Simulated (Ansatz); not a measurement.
# Formation energy and levels of the antisite Be_H (site 2) in BeH2 (Ibam)

Aim: at which Fermi levels does Be_H (site 2) in BeH2 (Ibam) change its charge? The model is a cell of 72 host atoms with 1 H taken out and 1 Be put in.

Main program and level: Ansatz 0.2.0; place-levels on PBEsol runs: charge-transition levels and formation energies with image-charge correction and potential alignment at the atomic sites.

## (1) The starting structure

The cell holds 72 atoms: 25 Be and 47 H. Its edges and angles: a = 11.555 Å, b = 8.530 Å, c = 9.625 Å, α = 78.8°, β = 46.4°, γ = 54.8°. It derives from BeH2 (space group Ibam). Nearest the centre at fractional (0.539, 0.461, 0.280): Be55 at 0.00 Å, Be23 at 1.44 Å, Be14 at 1.44 Å, H70 at 2.33 Å, H66 at 2.33 Å, H43 at 2.34 Å, H41 at 2.34 Å, H35 at 2.38 Å.

Screening for the image-charge correction: ε∞ = (3.63, 3.74, 3.59), ε0 = (4.37, 5.16, 5.26), from a response run on this crystal (DFPT, PBEsol) at that run's own cell.

The cell's shortest repeat is 8.0 Å.

## (2) What was run first

A transition level is the Fermi level at which two charge states cost the same, so each charge needs its own total energy, at its own relaxed structure.

Random displacements of about 0.05 Å break the site symmetry at the start, so that the relaxation can reach a distorted minimum if there is one. Forces are taken at one point at (¼, ¼, ¼). The cell holds 2 electrons more than the neutral one, with a uniform background that keeps it neutral on the whole. The electron count is odd, so at least one spin is unpaired; this run locks the moment at 1 μB.

The sampling was tested on the host first: at the k-points planned (1x1x1 shifted 0.25 0.25 0.25) its energy lies 0.000 eV an atom from the dense-mesh value, under the bound of 0.02 eV set for this test; that bounds the host's error, not the defect's.

One state's input; the others differ in charge, spin, start and seed, and in occupations where the table says so.

qm2_M1.relax/input.yaml reads:

```yaml
crystal:
  lattice:
    - [0.0, 8.75735955, 7.53777216]
    - [3.99332615, 0.0, 7.53777216]
    - [3.99332615, 8.75735955, 0.0]
  atoms:
    - { symbol: Be, position: [0.125, 0.625, 0.375] }
    - { symbol: Be, position: [0.375, 0.875, 0.625] }
[... 1 atom line left out ...]
    - { symbol: Be, position: [0.875, 0.375, 0.125] }
[... 1 atom line left out ...]
    - { symbol: Be, position: [0.375, 0.875, 0.125] }
    - { symbol: Be, position: [0.625, 0.125, 0.375] }
[... 4 atom lines left out ...]
    - { symbol: Be, position: [0.77468412, 0.22531588, 0.39340939] }
[... 1 atom line left out ...]
    - { symbol: Be, position: [0.39340939, 0.60659061, 0.27468412] }
[... 6 atom lines left out ...]
    - { symbol: Be, position: [0.22531588, 0.77468412, 0.60659061] }
[... 1 atom line left out ...]
    - { symbol: Be, position: [0.72531588, 0.27468412, 0.10659061] }
[... 2 atom lines left out ...]
    - { symbol: H, position: [0.41190418, 0.24209117, 0.49854513] }
[... 5 atom lines left out ...]
    - { symbol: H, position: [0.75790883, 0.58809582, 0.15254049] }
    - { symbol: H, position: [0.24854513, 0.59745951, 0.66190418] }
[... 1 atom line left out ...]
    - { symbol: H, position: [0.74854513, 0.09745951, 0.16190418] }
[... 3 atom lines left out ...]
    - { symbol: H, position: [0.59745951, 0.24854513, 0.49209117] }
[... 1 atom line left out ...]
    - { symbol: H, position: [0.21958051, 0.78041949, 0.46069034] }
[... 1 atom line left out ...]
    - { symbol: H, position: [0.71958051, 0.28041949, 0.96069034] }
[... 11 atom lines left out ...]
    - { symbol: H, position: [0.53930966, 0.46069034, 0.28041949] }
[... 2 atom lines left out ...]
    - { symbol: H, position: [0.40254049, 0.75145487, 0.50790883] }
[... 1 atom line left out ...]
    - { symbol: H, position: [0.90254049, 0.25145487, 0.00790883] }
[... 3 atom lines left out ...]
    - { symbol: H, position: [0.75145487, 0.40254049, 0.33809582] }
[... 1 atom line left out ...]
    - { symbol: H, position: [0.49209117, 0.66190418, 0.09745951] }
[... 3 atom lines left out ...]
    - { symbol: H, position: [0.33809582, 0.50790883, 0.25145487] }
[... 1 atom line left out ...]
    - { symbol: H, position: [0.83809582, 0.00790883, 0.75145487] }
  supercell: [1, 1, 1]
  defects: [{ substitution: { at: 54, symbol: Be } }]
total_charge: -2
basis:
  ecutwfc: 420
  xc_grid: 2
hamiltonian:
  xc: pbesol
kpoints:
  mp_grid: { grid: [1, 1, 1], shift: [0.25, 0.25, 0.25] }
magnetization:
  spin_polarized: true
  initial_magnetization: 1
  spin_locking: { lock_magnetization: hard }
scf:
  occupations: { method: fixed }
  max_iter: 80
output:
  forces: true
  charged_corrections: { epsilon: [3.63, 3.74, 3.59], static_epsilon: [4.37, 5.16, 5.26] }
relax:
  f_tol: 0.02
  max_steps: 80
  random_displacement: { amplitude: 0.05, seed: 2912 }
checkpoint:
  write: "../qm2_M1.relax.run"
  compress: false
  write_wavefunctions: true
  write_every: 100000
```

Started as:

```
$ ansatz run input.yaml --threads 4 --pin off --max-ram 7536MiB --backend cpu --events-out ev --progress --plain --runs-dir out
```

Defect states can disperse in a cell of this size, so the energy is taken again at a 2×2×2 shifted mesh, on the relaxed structure.

The run of this state that the levels use, under PBEsol:

qm2_M1.point/input.yaml reads:

```yaml
crystal:
  checkpoint: "../qm2_M1.relax.run"
  host: checkpoint
total_charge: -2
basis:
  ecutwfc: 420
  xc_grid: 2
hamiltonian:
  xc: pbesol
kpoints:
  mp_grid: { grid: [2, 2, 2], shift: [0.5, 0.5, 0.5] }
magnetization:
  spin_polarized: true
  initial_magnetization: 1
  spin_locking: { lock_magnetization: hard }
scf:
  occupations: { method: fermi_dirac, width: 0.01 }
  max_iter: 80
output:
  forces: true
  eigenvalues: true
  charged_corrections:
    epsilon: [3.63, 3.74, 3.59]
    static_epsilon: [4.37, 5.16, 5.26]
    defect_position: [0.53931, 0.46069, 0.280419]
  eigenstates: { localisation: true }
  populations: true
  efg: {}
checkpoint:
  read: "../qm2_M1.relax.run"
  write: "../qm2_M1.point.run"
  compress: false
  write_wavefunctions: false
  write_every: 100000
```

Relaxations under PBEsol at one point at (¼, ¼, ¼); times on 4 threads of Arm Neoverse V1, shared host:

| charge | moment (μB) | occupations | outcome | steps | largest displacement against the far atoms (Å) | time |
| --- | --- | --- | --- | --- | --- | --- |
| −2 | 1 | fixed | converged | 28 | 1.59 | 2.9 min |
| −1 | 0 | fixed | converged | 27 | 1.06 | 63 s |
| 0 | 1 | fixed | converged | 11 | 1.09 | 61 s |
| +1 | 0 | fixed | converged | 11 | 1.26 | 29 s |
| +2 | 1 | fixed | converged | 17 | 2.06 | 91 s |

Single points under PBEsol at a 2×2×2 shifted mesh; times on 4 threads of Arm Neoverse V1, shared host:

| charge | moment (μB) | occupations | outcome | time |
| --- | --- | --- | --- | --- |
| −2 | 1 | fermi-dirac | converged | 40 s |
| −1 | 0 | fermi-dirac | converged | 17 s |
| 0 | 1 | fermi-dirac | converged | 47 s |
| +1 | 0 | fermi-dirac | converged | 18 s |
| +2 | 1 | fermi-dirac | converged | 40 s |

Distances (Å) from Be55 to the nearest atoms after relaxation with PBEsol:

| charge | moment (μB) | 1. | 2. | 3. | 4. | 5. | 6. |
| --- | --- | --- | --- | --- | --- | --- | --- |
| −2 | 1 | H 1.44 | H 1.56 | Be 2.06 | Be 2.15 | Be 2.15 | Be 2.26 |
| −1 | 0 | H 1.39 | H 1.60 | Be 1.93 | Be 2.05 | Be 2.15 | Be 2.21 |
| 0 | 1 | H 1.52 | H 1.52 | H 2.09 | Be 2.10 | Be 2.12 | H 2.13 |
| +1 | 0 | H 1.59 | H 1.61 | H 1.72 | H 1.73 | Be 2.19 | Be 2.23 |
| +2 | 1 | H 1.60 | H 1.60 | H 1.61 | H 1.61 | H 1.62 | Be 2.21 |

## (3) Levels against the band edges, PBEsol

A charged cell interacts with its images and the background, and its potential has another zero than the host's. place-levels removes the first by a point-charge model, screened by the static dielectric constant since the ions have relaxed around the charge, and the second by comparing potentials at atoms far from the defect.

The host is a run of the defect-free crystal in the same cutoffs, grids and k-points, so that basis and sampling errors cancel in part in the differences. Its band edges come from a run of the primitive cell that searches the zone for them. Chemical potentials are energies per atom of H (H2 molecule) and Be (hcp), run with the same functional and cutoff.

levels.point.yaml reads:

```yaml
host:
  run: host.point.run
  levels_from: { run: edges.point.run }
states: [qm2_M1.point.run, qm1.point.run, q0_M1.point.run, qp1.point.run, qp2_M1.point.run]
geometry_from:
  qm2_M1.point.run: qm2_M1.relax.run
  qm1.point.run: qm1.relax.run
  q0_M1.point.run: q0_M1.relax.run
  qp1.point.run: qp1.relax.run
  qp2_M1.point.run: qp2_M1.relax.run
  host.point.run: host.relax.run
chemical_potentials:
  H:
    energy: -15.609288
    dataset: "<sha256 of the dataset>"
  Be:
    energy: -90.352386
    dataset: <sha256 of the dataset>
epsilon: [3.63, 3.74, 3.59]
static_epsilon: [4.37, 5.16, 5.26]
vertical:
  - { from: qm2_M1.point.run, to: qm2_M1.point_neutral.run }
  - { from: qm1.point.run, to: qm1.point_neutral.run }
  - { from: qp1.point.run, to: qp1.point_neutral.run }
  - { from: qp2_M1.point.run, to: qp2_M1.point_neutral.run }
```

Started as:

```
$ ansatz place-levels levels.point.yaml -- --threads 4 --pin off --max-ram 7536MiB
```

Numbers of over 12 decimals in the logs are rounded to 6 here.

Log:

```text
[... repeated set-up lines and file paths are left out, and long positions are rounded to six places ...]
(+2/+1) 0.338 eV above the valence edge, 4.490 eV under the conduction edge
(+1/0) 3.644 eV above the valence edge, 1.183 eV under the conduction edge
(0/-1) 4.036 eV above the valence edge, 0.792 eV under the conduction edge
(-1/-2) 5.306 eV above the valence edge (+5.777 eV without the band-filling correction), in the conduction band
formation energy of charge +2: -0.932 eV with the Fermi level at the valence edge
formation energy of charge +1: -0.594 eV with the Fermi level at the valence edge
formation energy of charge 0: +3.050 eV with the Fermi level at the valence edge
formation energy of charge -1: +7.085 eV with the Fermi level at the valence edge
formation energy of charge -2: +12.392 eV with the Fermi level at the valence edge
vertical -2 to 0: no energy, since no alignment is typed
  the change from vertical[0].from (qm2_M1.point.run) to vertical[0].to (qm2_M1.point_neutral.run): by its potential at epsilon [3.63, 3.74, 3.59] it stands at 0.533 0.309 0.426, with an rms radius of about 3.5 Å (2.2 1.9 1.8 Å across the planes of the cell's [...]
vertical -1 to 0: no energy, since no alignment is typed
  the change from vertical[1].from (qm1.point.run) to vertical[1].to (qm1.point_neutral.run): by its potential at epsilon [3.63, 3.74, 3.59] it stands at 0.741 0.398 0.303, with an rms radius of about 2.9 Å (2.0 1.4 1.5 Å across the planes of the cell's [...]
vertical +1 to 0: no energy, since no alignment is typed
  the change from vertical[2].from (qp1.point.run) to vertical[2].to (qp1.point_neutral.run): by its potential at epsilon [3.63, 3.74, 3.59] it stands at 0.440 0.566 0.521, with an rms radius of about 3.3 Å (1.9 2.0 1.7 Å across the planes of the cell's [...]
vertical +2 to 0: no energy, since no alignment is typed
  the change from vertical[3].from (qp2_M1.point.run) to vertical[3].to (qp2_M1.point_neutral.run): by its potential at epsilon [3.63, 3.74, 3.59] it stands at 0.528 0.466 0.312, with an rms radius of about 2.9 Å (1.6 1.7 1.7 Å across the planes of the cell's [...]
  edges by pbesol of host.levels_from (edges.point.run), its mesh sampled to repeats of 31.95 Å (the valence edge +0.207 eV and the conduction edge -0.520 eV from those of the host's own run), gap 4.827 eV; the host is sampled to repeats of 17.06 Å
  the defect's cells are sampled to repeats of 17.06 Å, like sampling
  charge +2: -2995.9771 eV with its correction of +1.912 eV, at epsilon [4.37, 5.16, 5.26], aligned at sites: -0.0828 eV, mean over 11 atomic sites at or beyond 3.99 Å from the defect at [0.5393, 0.4607, 0.2804], with -0.012114 for the charge's moments and [...]
  charge +1: -2996.5644 eV with its correction of +0.566 eV, at epsilon [4.37, 5.16, 5.26], aligned at sites: +0.0470 eV, mean over 11 atomic sites at or beyond 3.99 Å from the defect at [0.5393, 0.4607, 0.2804], with -0.039638 for the charge's moments and [...]
  charge 0: +0.000 eV for its dipole among its images, +0.067 omitted
  charge -1: -2990.7347 eV with its correction of +0.298 eV, at epsilon [4.37, 5.16, 5.26], aligned at sites: +0.2214 eV, mean over 11 atomic sites at or beyond 3.99 Å from the defect at [0.5393, 0.4607, 0.2804], with +0.000000 for the charge's moments and [...]
  charge -2: -2985.8828 eV with its correction of +1.333 eV, at epsilon [4.37, 5.16, 5.26], aligned at sites: +0.3723 eV, mean over 11 atomic sites at or beyond 3.99 Å from the defect at [0.5393, 0.4607, 0.2804], with +0.020059 for the charge's moments and [...]
  of states[4] (qp2_M1.point.run): it parts from the run at its places by a charge that spreads by about 1.7 Å along one vector (1.1 Å or more is wide), by its potential at epsilon [3.63, 3.74, 3.59], taken for that of held ions (one typed too small widens [...]
  of states[3] (qp1.point.run): it parts from the run at its places by a charge that spreads by about 2 Å along one vector (1.1 Å or more is wide), by its potential at epsilon [3.63, 3.74, 3.59], taken for that of held ions (one typed too small widens it), [...]
  of states[2] (q0_M1.point.run): its alignment with the host at atomic sites is doubtful: the mean over the far sites moves by +0.0724 eV from their farther parts to their nearer, more than 0.05 eV. [...]
  of states[1] (qm1.point.run): it parts from the run at its places by a charge that spreads by about 2 Å along one vector (1.1 Å or more is wide), by its potential at epsilon [3.63, 3.74, 3.59], taken for that of held ions (one typed too small widens it), [...]
  of states[0] (qm2_M1.point.run): it parts from the run at its places by a charge that spreads by about 2.2 Å along one vector (1.1 Å or more is wide), by its potential at epsilon [3.63, 3.74, 3.59], taken for that of held ions (one typed too small widens [...]
  of vertical[0].from (qm2_M1.point.run): its displacements don't fall off away from the defect: farther atoms stand 0.074 Å off the host's places. [...]
  of vertical[0].to (qm2_M1.point_neutral.run): its displacements don't fall off away from the defect: farther atoms stand 0.074 Å off the host's places. [...]
  of vertical[1].from (qm1.point.run): its displacements don't fall off away from the defect: farther atoms stand 0.065 Å off the host's places. [...]
  of vertical[1].to (qm1.point_neutral.run): its displacements don't fall off away from the defect: farther atoms stand 0.065 Å off the host's places. [...]
  of vertical[2].from (qp1.point.run): its displacements don't fall off away from the defect: farther atoms stand 0.042 Å off the host's places. [...]
  of vertical[2].to (qp1.point_neutral.run): its displacements don't fall off away from the defect: farther atoms stand 0.042 Å off the host's places. [...]
  of vertical[3].from (qp2_M1.point.run): its displacements don't fall off away from the defect: farther atoms stand 0.053 Å off the host's places. [...]
  vertical[3].to (qp2_M1.point_neutral.run): levels filled in part (TS 0.003 eV): its energy is of no whole electron's
  of vertical[3].to (qp2_M1.point_neutral.run): its displacements don't fall off away from the defect: farther atoms stand 0.053 Å off the host's places. [...]
```

It took 0.71 s on 4 threads of Arm Neoverse V1, shared host.

(Part 1 of 2 ends here.)

[Logs are printed without paths, hosts, clocks, repeated set-up lines and the standing remarks that a program may print on its own settings, such as how far it seeks lower states.]

[Hosts, paths, dates, database ids (printed as entryN), source tags and the programs' standing remarks are cut or masked in the printed files.]

[Where a table of states has a column of steps, it counts the stored structures, which are thinned; the runs took as many ionic steps or more.]

[A defect's name tells the site on which it was built; relaxed atoms can leave that site.]

[For some hosts the program warned that the k-mesh of the response run may be too coarse for force constants and the static dielectric constant; such warnings are not shown here.]
